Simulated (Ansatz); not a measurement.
**In2O (model cell, started as cuprite): relaxing the cell for a phonon run**

Aim: bring In2O (model cell, started as cuprite) to small forces and stress, as phonons need.

Method: DFT PBEsol, scalar-relativistic, plane waves, PAW, in Ansatz 0.2.0.

Report form: the programs' logs are mostly left out.

The structure was built from a prototype and need not be the compound's stable phase.

## 1. The structure

It takes space group Pn-3m (No. 224, cubic). Conventional cell: a = 5.487 Å, b = 5.487 Å, c = 5.487 Å, α = 90.00°, β = 90.00°, γ = 90.00°. Nearest to O lie 4 In at 2.38 Å. Nearest to In lie 2 O at 2.38 Å. Farther neighbours and most contacts between anions are not listed.

As a file:

```cif
data_structure
_symmetry_space_group_name_H-M 'P 1'
_symmetry_Int_Tables_number 1
_cell_length_a 5.4871
_cell_length_b 5.4871
_cell_length_c 5.4871
_cell_angle_alpha 90.000
_cell_angle_beta 90.000
_cell_angle_gamma 90.000
_cell_volume 165.21
loop_
_atom_site_label
_atom_site_type_symbol
_atom_site_fract_x
_atom_site_fract_y
_atom_site_fract_z
_atom_site_occupancy
O1 O 0.00000 0.00000 0.00000 1
O2 O 0.50000 0.50000 0.50000 1
In3 In 0.25000 0.25000 0.25000 1
In4 In 0.75000 0.75000 0.25000 1
In5 In 0.75000 0.25000 0.75000 1
In6 In 0.25000 0.75000 0.75000 1
```

## 2. A coarse first look

First a cheap look: the gap decides the mesh and the occupations, the pressure tells how far the cell has to move.

File input.yaml:

```yaml
crystal:
  lattice:
    - [5.48714, 0.0, 0.0]
    - [0.0, 5.48714, 0.0]
    - [0.0, 0.0, 5.48714]
  atoms:
    - { symbol: O, position: [0.0, 0.0, 0.0] }
    - { symbol: O, position: [0.5, 0.5, 0.5] }
    - { symbol: In, position: [0.25, 0.25, 0.25] }
    - { symbol: In, position: [0.75, 0.75, 0.25] }
    - { symbol: In, position: [0.75, 0.25, 0.75] }
    - { symbol: In, position: [0.25, 0.75, 0.75] }
kpoints:
  mp_grid: { grid: [4, 4, 4] }
hamiltonian:
  xc: pbesol
scf:
  occupations: { method: gaussian, width: 0.1 }
output:
  forces: true
  stress: true
  eigenvalues: true
```

Launch:

```console
$ ansatz run input.yaml --threads 8 --pin off --max-ram 14336MiB --backend cpu --events-out ev --progress --plain --runs-dir out
```

The job ended after 1.6 s (8 threads of Intel Xeon Platinum 8488C (Sapphire Rapids), shared host; peak memory 0.67 GiB).

Numbers from this step:

- pressure: -6.708 GPa
- volume per atom: 27.54 Å³
- gap on the k-mesh: 0 eV

The coarse mesh shows no gap and a pressure of -6.7 GPa.

## 3. Bringing the structure to rest

The cell and atoms are relaxed, since residual forces and stress would shift the frequencies.

Changes to input.yaml since step 2:

```diff
@@ -13,3 +13,3 @@
 kpoints:
-  mp_grid: { grid: [4, 4, 4] }
+  mp_grid: { grid: [8, 8, 8] }
 hamiltonian:
@@ -22 +22,6 @@
   eigenvalues: true
+relax:
+  adjacent_minimum: "off"
+  f_tol: 0.005
+  max_steps: 80
+  cell: { stress_tol: 0.05 }
```

Wall time 11 s (8 threads); peak memory 0.81 GiB.

Step by step:

| step | energy less that of the first step (eV) | largest force component (eV/Å) | pressure (GPa) | volume (Å³) |
| --- | --- | --- | --- | --- |
| 1 | 0.0000 | 0.0000 | -6.56 | 165.21 |
| 2 | -0.8613 | 0.0000 | -4.43 | 142.21 |
| 3 | -1.0718 | 0.0000 | 3.04 | 121.45 |
| 4 | -1.1150 | 0.0000 | -0.21 | 127.80 |
| 5 | -1.1160 | 0.0000 | -0.01 | 127.32 |
| 6* | -1.0981 | 0.0000 | -0.22 | 127.32 |
| 7 | -1.0992 | 0.0000 | 0.00 | 126.85 |
| 8* | -1.0984 | 0.0000 | 0.00 | 126.85 |

Relaxation steps marked * repeat the geometry before them on a plane-wave basis chosen anew for their cell, so energy and pressure can jump there.

The run keeps the 48 symmetry operations that it works with, so distortions that break them were not tested.

```csv
"conventional cell, symmetrised",before,after,change
a (Å),5.487,5.025,-8.4 %
b (Å),5.487,5.025,-8.4 %
c (Å),5.487,5.025,-8.4 %
volume (Å³/atom),27.54,21.14,-23.2 %
```

Final coordinates:

```
O In
1.0
     5.02452    0.00000    0.00000
     0.00000    5.02452    0.00000
     0.00000    0.00000    5.02452
O In
2 4
Cartesian
  0.0000 0.0000 0.0000
  2.5123 2.5123 2.5123
  1.2561 1.2561 1.2561
  3.7684 3.7684 1.2561
  3.7684 1.2561 3.7684
  1.2561 3.7684 3.7684
```

Numbers from this step:

```yaml
pressure: -0.004923 GPa
volume_per_atom: 21.14 Å³
```

In this step the volume went from 27.54 to 21.14 Å³/atom.

## 4. Relaxation

The relaxation is repeated from its end on the same settings, as a check that it has come to rest.

Changes to input.yaml since step 3:

```diff
@@ -2,5 +2,5 @@
   lattice:
-    - [5.48714, 0.0, 0.0]
-    - [0.0, 5.48714, 0.0]
-    - [0.0, 0.0, 5.48714]
+    - [5.0245189829, 0.0, 0.0]
+    - [0.0, 5.0245189829, 0.0]
+    - [0.0, 0.0, 5.0245189829]
   atoms:
```

The job ended after 2.5 s (8 threads; peak memory 0.72 GiB).

Little changed from the start: no atom moved by 0.005 Å and no cell edge by 0.1 %.

In this step the volume went from 21.14 to 21.14 Å³/atom.

## 5. Tight relaxation

Phonons need a cell at rest on their own settings, so the relaxation is repeated with tight tolerances on forces and stress, using the mesh and the filling of the phonon run that follows.

Changes to input.yaml since step 4:

```diff
@@ -17,3 +17,3 @@
 scf:
-  occupations: { method: gaussian, width: 0.1 }
+  occupations: { method: methfessel_paxton, width: 0.2 }
 output:
@@ -24,4 +24,4 @@
   adjacent_minimum: "off"
-  f_tol: 0.005
-  max_steps: 80
-  cell: { stress_tol: 0.05 }
+  f_tol: 0.001
+  max_steps: 60
+  cell: { stress_tol: 0.01 }
```

Run time: 3.4 s. Hardware: 8 threads; peak memory 0.72 GiB; 23 s of CPU time.

Little changed from the start: no atom moved by 0.005 Å and no cell edge by 0.1 %.

This step gave:

- pressure: -0.001787 GPa
- volume per atom: 21.13 Å³

The forces vanish by symmetry and the pressure is -0.002 GPa, within the tolerances set. The cell now holds 21.13 Å³/atom.

## 6. Outcome

* space group after relaxation (within 0.01 Å): Pn-3m
* lattice constant a: 5.024 Å
* lattice constant b: 5.024 Å
* lattice constant c: 5.024 Å
* volume per atom: 21.1 Å³

The forces vanish by symmetry and the pressure is -0.002 GPa, within the tolerances set. The cell now holds 21.13 Å³/atom. The relaxation keeps the symmetry of its start, so it says nothing on stability against lower symmetry. The starting cell was built on a prototype and not taken from a measurement, so the phase need not exist.

[Logs are printed without paths, hosts, clocks, repeated set-up lines and the standing remarks that a program may print on its own settings, such as how far it seeks lower states.]

[Hosts, paths, dates, database ids (printed as entryN), source tags and the programs' standing remarks are cut or masked in the printed files.]
